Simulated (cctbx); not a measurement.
# Lattice, Laue class and space group of a new crystal

Cell: a = 5.8600 Å, b = 5.8600 Å, c = 8.1300 Å, α = 90.00°, β = 90.00°, γ = 90.00°. Expected content of the cell: Dy2 Rh4 Zr4 C8.

Simulated single-crystal data (cctbx): Mo Kα, λ = 0.71073 Å, to d = 0.77 Å, 95 % of the full sphere, strongest reflection 20000 counts, noise from counting, a 1.5 % proportional error and a noise floor of 2 counts (s.d.); no absorption.

Tests on the unmerged data give:

```text
2402 reflections to d = 0.772 A
centring   violations  <I/sigma> of those
    A       1026 of  1203     22.8
    B       1018 of  1196     22.6
    C       1152 of  1207     23.1
    I        846 of  1202     15.8
    R       1347 of  1602     21.8
    F       1598 of  1803     22.8
Laue class    unique    Rint  (classes that these axes allow; Friedel mates merged)
P -1             1260   0.017
P 1 2/m 1         696   0.020
P 1 1 2/m         680   0.020
P 2/m 1 1         697   0.019
P m m m           406   0.021
P 4/m             345   0.022
P 4/m m m         229   0.022
space group    extra absences  I>4sigma  <I/sigma>
P 4 2 2                 0          0         -  acentric
P 42 2 2                9          0      -0.6  acentric
P 4 m m                 0          0         -  acentric
P 42 m c              156          0      -0.2  acentric
P -4 2 m                0          0         -  acentric
P -4 2 c              156          0      -0.2  acentric
P -4 m 2                0          0         -  acentric
P 4/m m m               0          0         -  centric
P 42/m m c            156          0      -0.2  centric
Wilson B = 1.37 A^2   <|E^2-1|> = 0.827 (0.968 centric, 0.736 acentric)   E^2>4: 0.9 %
shell (A)         n   <I/sigma>
 8.13 - 1.54     39     69.9
 1.54 - 1.22     31     72.4
 1.22 - 1.07     30     64.3
 1.07 - 0.97     25     65.3
 0.97 - 0.90     28     57.2
 0.90 - 0.85     24     58.3
 0.85 - 0.81     29     50.7
 0.81 - 0.77     23     48.8
```

**Question.** What are the lattice type, the Laue class and the likely space group?

Every centring test has many violations, so the lattice is primitive.

Rint stays low (0.017 to 0.022) up to P 4/m m m, the highest class in these axes.

9 settings pass the absence test. The most absences obeyed, 156, belong to P 42 m c, P -4 2 c and P 42/m m c, which absences can't tell apart.

⟨|E²−1|⟩ = 0.827 lies between the two ideal values. The Wilson B of 1.37 Å² means U ≈ 0.0174 Å².

The true group is P4_2mc (no. 105), Laue class 4/mmm, non-centrosymmetric. The tables only narrow the choice to the tied entries; cell content, site symmetry and trial solutions must settle it.

This is a model crystal, built by substitution and not relaxed, with assumed displacement parameters.

[Logs are printed without paths, hosts, clocks, repeated set-up lines and the standing remarks that a program may print on its own settings, such as how far it seeks lower states.]
